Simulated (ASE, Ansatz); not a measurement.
## Neighbourhoods of single atoms in random rock-salt (Hf, Nb, Zr, Ti)C solid solution (64 atoms)

The cell holds 64 atoms: 10 Ti, 32 C, 7 Zr, 8 Nb and 7 Hf. Cell: a = 9.028 Å, b = 9.028 Å, c = 9.028 Å, α = 90.0°, β = 90.0°, γ = 90.0°. It derives from HfC and ZrC, NbC and TiC. Rock-salt lattice (a = 4.514 Å, the mean of the end members), 2 x 2 x 2 cells, metal sites filled at random with 7 Hf, 8 Nb, 7 Zr, 10 Ti; not relaxed, displaced by a Gaussian of 0.02 Å.

Computed with Ansatz 0.2.0: Kohn-Sham DFT, revPBE, PAW (set soft_2), plane waves; cutoff 420 eV, k-mesh 2×2×2, fermi-dirac smearing of 0.05 eV. Geometry: the geometry as built.

The whole cell was solved; only parts of it are printed.

The surroundings of C40, which bears the longest force, nearest first, numbered as they follow in the input and with coordinates relative to it.

```tsv
atom	x	y	z	distance (Å)	bonds	Fx	Fy	Fz (eV/Å)
C40	0.00	0.00	0.00	0.00	6	0.14	-1.38	-0.79
Hf49	-0.01	2.22	-0.02	2.22	6	0.13	-0.30	0.04
Ti43	0.01	-0.03	-2.23	2.23	6	-0.27	-0.43	-0.29
Ti7	-2.25	-0.04	0.00	2.25	6	0.26	-0.17	-0.19
Ti39	2.26	-0.06	-0.01	2.26	6	-0.17	0.03	0.00
Zr35	0.01	-0.04	2.27	2.27	6	-0.15	0.26	-0.36
Ti33	0.03	-2.29	0.01	2.29	6	-0.22	0.44	-0.56
C50	2.27	2.19	0.02	3.15	6	0.41	-0.21	0.42
C12	-2.23	-0.02	-2.23	3.15	6	0.44	-0.07	-0.21
C62	-0.01	2.24	-2.23	3.16	6	-0.64	-0.35	-1.04
C18	-2.25	2.23	0.00	3.17	6	-0.58	-0.11	-0.73
C2	-2.22	-2.27	0.04	3.18	6	-0.32	-0.21	-0.60
C54	-0.05	2.22	2.27	3.18	6	1.36	-0.18	0.46
C4	-2.25	-0.06	2.25	3.19	6	0.11	-0.16	0.16
C44	2.24	-0.05	-2.27	3.19	6	-0.39	-0.63	1.02
C38	0.00	-2.27	2.27	3.21	6	0.02	-0.52	-0.47
C36	2.27	-0.05	2.28	3.22	6	0.03	0.28	-1.01
C34	2.26	-2.31	0.00	3.23	6	0.10	0.98	-0.35
C46	-0.02	-2.32	-2.28	3.25	6	0.46	0.36	0.57
Ti29	-2.23	2.20	-2.24	3.85	6	0.08	0.18	-0.23
Hf61	2.23	2.21	-2.25	3.86	6	0.18	-0.06	0.20
Hf21	-2.24	2.22	2.26	3.87	6	-0.36	-0.41	0.18
Nb53	2.27	2.22	2.27	3.90	6	-0.53	-0.44	-0.21
Nb5	-2.21	-2.29	2.27	3.91	6	-0.30	0.25	-0.49
Nb37	2.23	-2.32	2.22	3.91	6	0.28	1.02	0.18
Ti45	2.29	-2.26	-2.23	3.92	6	-0.86	-0.28	0.11
Nb13	-2.27	-2.30	-2.25	3.94	6	1.11	0.12	0.38
C56	-0.02	4.49	0.00	4.49	6	-0.25	0.77	-0.81
C8	-4.50	-0.03	-0.04	4.50	6	-0.08	-0.30	1.14
C48	0.00	-0.05	4.51	4.51	6	-0.60	0.12	1.01
C48	0.00	-0.05	-4.52	4.52	6	-0.60	0.12	1.01
C8	4.53	-0.03	-0.04	4.53	6	-0.08	-0.30	1.14
C56	-0.02	-4.54	0.00	4.54	6	-0.25	0.77	-0.81
Zr51	0.01	4.46	2.24	4.99	6	-0.04	0.46	0.66
Nb23	-2.22	4.49	0.01	5.01	6	-0.58	0.41	-0.66
Hf11	-4.49	-0.04	-2.22	5.01	6	-0.04	0.30	-0.40
Nb17	4.50	2.20	0.04	5.01	6	0.18	0.13	-0.98
Ti57	0.01	2.22	-4.50	5.02	6	-0.34	-0.16	0.28
Nb17	-4.52	2.20	0.04	5.03	6	0.18	0.13	-0.98
Zr3	-4.49	-0.04	2.28	5.04	6	-0.35	-0.34	-1.11
Ti59	0.02	4.51	-2.25	5.04	6	-0.23	0.02	-0.08
Nb41	0.03	-2.31	4.48	5.04	6	-0.23	0.37	1.15
Hf55	2.26	4.50	0.03	5.04	6	0.06	-0.18	-1.01
Ti57	0.01	2.22	4.52	5.04	6	-0.34	-0.16	0.28
Ti15	-2.28	-0.04	-4.49	5.04	6	0.87	0.14	0.22
Ti1	-4.50	-2.28	0.00	5.04	6	-0.10	-0.14	0.21
```

The column of bonds counts only the pairs C-Ti within 2.76 Å, C-Nb within 2.81 Å, C-Hf within 2.94 Å, C-Zr within 2.94 Å; other neighbours, such as metal atoms beside each other in a compound, aren't counted, and periodic images can show an atom twice.

A closer look about Zr25, one of the 7 Zr atoms: 34 atoms, nearest first, numbered in the order of the input, with positions taken from that point.

```tsv
atom	x	y	z	distance (Å)	bonds	Fx	Fy	Fz (eV/Å)
Zr25	0.00	0.00	0.00	0.00	6	0.46	-0.85	0.67
C32	-0.03	2.21	0.01	2.21	6	0.47	0.71	0.41
C58	-2.25	0.00	0.02	2.25	6	-1.02	-0.52	-0.65
C22	-0.03	0.01	-2.26	2.26	6	-0.11	-0.53	-0.63
C30	0.01	-0.01	2.26	2.26	6	0.44	0.22	0.85
C16	0.00	-2.28	0.00	2.28	6	0.78	-0.08	0.24
C26	2.28	-0.01	0.01	2.29	6	0.56	-1.12	0.77
Zr31	2.26	2.21	0.01	3.16	6	0.58	0.15	0.86
Zr63	-2.25	2.24	0.02	3.17	6	-0.97	0.26	0.31
Hf19	-0.02	2.23	-2.25	3.17	6	0.46	0.66	-0.52
Nb27	-0.04	2.25	2.24	3.17	6	0.64	-0.34	1.18
Nb53	-2.25	-0.02	-2.24	3.18	6	-0.53	-0.44	-0.21
Ti15	2.23	-2.28	0.02	3.19	6	0.87	0.14	0.22
Zr3	0.02	-2.28	-2.23	3.19	6	-0.35	-0.34	-1.11
Hf21	2.27	-0.03	-2.25	3.20	6	-0.36	-0.41	0.18
Hf47	-2.25	-2.29	0.00	3.21	6	-0.67	-0.01	0.38
Hf61	-2.29	-0.04	2.27	3.22	6	0.18	-0.06	0.20
Ti29	2.28	-0.05	2.28	3.22	6	0.08	0.18	-0.23
Hf11	0.02	-2.29	2.30	3.24	6	-0.04	0.30	-0.40
C60	-2.24	2.23	2.27	3.89	6	-0.22	0.87	0.23
C20	2.27	2.24	-2.24	3.90	6	-0.42	0.33	-0.97
C28	2.27	2.22	2.28	3.91	6	0.05	0.10	0.53
C36	-2.25	-2.29	-2.23	3.91	6	0.03	0.28	-1.01
C52	-2.27	2.29	-2.25	3.93	6	0.44	-0.84	-0.23
C4	2.25	-2.30	-2.26	3.94	6	0.11	-0.16	0.16
C44	-2.28	-2.29	2.25	3.94	6	-0.39	-0.63	1.02
C12	2.28	-2.26	2.28	3.94	6	0.44	-0.07	-0.21
Nb17	-0.02	-0.04	-4.47	4.47	6	0.18	0.13	-0.98
Zr9	0.01	4.50	0.00	4.50	6	-0.25	-0.10	0.14
Ti57	-4.51	-0.03	0.01	4.51	6	-0.34	-0.16	0.28
Ti57	4.52	-0.03	0.01	4.52	6	-0.34	-0.16	0.28
Zr9	0.01	-4.53	0.00	4.53	6	-0.25	-0.10	0.14
Nb17	-0.02	-0.04	4.56	4.56	6	0.18	0.13	-0.98
C54	4.46	-0.02	-2.24	4.99	6	1.36	-0.18	0.46
```

The column of bonds counts only the pairs C-Ti within 2.76 Å, C-Nb within 2.81 Å, C-Hf within 2.94 Å, C-Zr within 2.94 Å; other neighbours, such as metal atoms beside each other in a compound, aren't counted, and periodic images can show an atom twice.

A closer look about Zr35, picked at random: 27 atoms, nearest first, numbered in the order of the input, with positions taken from that point.

```tsv
atom	x	y	z	distance (Å)	bonds	Fx	Fy	Fz (eV/Å)
Zr35	0.00	0.00	0.00	0.00	6	-0.15	0.26	-0.36
C38	-0.01	-2.23	0.00	2.23	6	0.02	-0.52	-0.47
C48	-0.01	-0.01	2.23	2.23	6	-0.60	0.12	1.01
C36	2.26	-0.01	0.00	2.26	6	0.03	0.28	-1.01
C54	-0.06	2.26	0.00	2.26	6	1.36	-0.18	0.46
C4	-2.27	-0.02	-0.02	2.27	6	0.11	-0.16	0.16
C40	-0.01	0.04	-2.27	2.27	6	0.14	-1.38	-0.79
Nb41	0.01	-2.27	2.20	3.16	6	-0.23	0.37	1.15
Nb5	-2.23	-2.25	0.00	3.16	6	-0.30	0.25	-0.49
Hf47	2.26	0.00	2.24	3.18	6	-0.67	-0.01	0.38
Nb37	2.22	-2.28	-0.05	3.18	6	0.28	1.02	0.18
Hf21	-2.25	2.26	-0.02	3.19	6	-0.36	-0.41	0.18
Ti57	0.00	2.26	2.25	3.19	6	-0.34	-0.16	0.28
Ti33	0.01	-2.25	-2.26	3.19	6	-0.22	0.44	-0.56
Nb53	2.26	2.26	0.00	3.19	6	-0.53	-0.44	-0.21
Ti39	2.25	-0.03	-2.28	3.20	6	-0.17	0.03	0.00
Ti7	-2.26	-0.01	-2.28	3.21	6	0.26	-0.17	-0.19
Hf49	-0.02	2.26	-2.29	3.22	6	0.13	-0.30	0.04
Ti15	-2.29	0.00	2.26	3.22	6	0.87	0.14	0.22
C2	-2.23	-2.24	-2.24	3.87	6	-0.32	-0.21	-0.60
C50	2.25	2.23	-2.26	3.89	6	0.41	-0.21	0.42
C26	-2.24	2.27	2.25	3.90	6	0.56	-1.12	0.77
C42	2.26	-2.26	2.24	3.91	6	-0.81	0.23	0.30
C10	-2.28	-2.27	2.22	3.91	6	0.94	0.93	0.52
C58	2.26	2.28	2.26	3.92	6	-1.02	-0.52	-0.65
C34	2.25	-2.27	-2.28	3.92	6	0.10	0.98	-0.35
C18	-2.27	2.27	-2.27	3.93	6	-0.58	-0.11	-0.73
```

The column of bonds counts only the pairs C-Ti within 2.76 Å, C-Nb within 2.81 Å, C-Hf within 2.94 Å, C-Zr within 2.94 Å; other neighbours, such as metal atoms beside each other in a compound, aren't counted, and periodic images can show an atom twice.

Length of the force by element:

```tsv
element	coordination	atoms	mean length of the force (eV/Å)	spread	least	most
C	all	32	0.979	0.300	0.250	1.59
Hf	all	7	0.635	0.273	0.274	1.03
Nb	all	8	1.02	0.237	0.633	1.39
Ti	all	10	0.498	0.262	0.175	0.911
Zr	all	7	0.864	0.329	0.307	1.21
```

[Logs are printed without paths, hosts, clocks, repeated set-up lines and the standing remarks that a program may print on its own settings, such as how far it seeks lower states.]

[Hosts, paths, dates, database ids (printed as entryN), source tags and the programs' standing remarks are cut or masked in the printed files.]
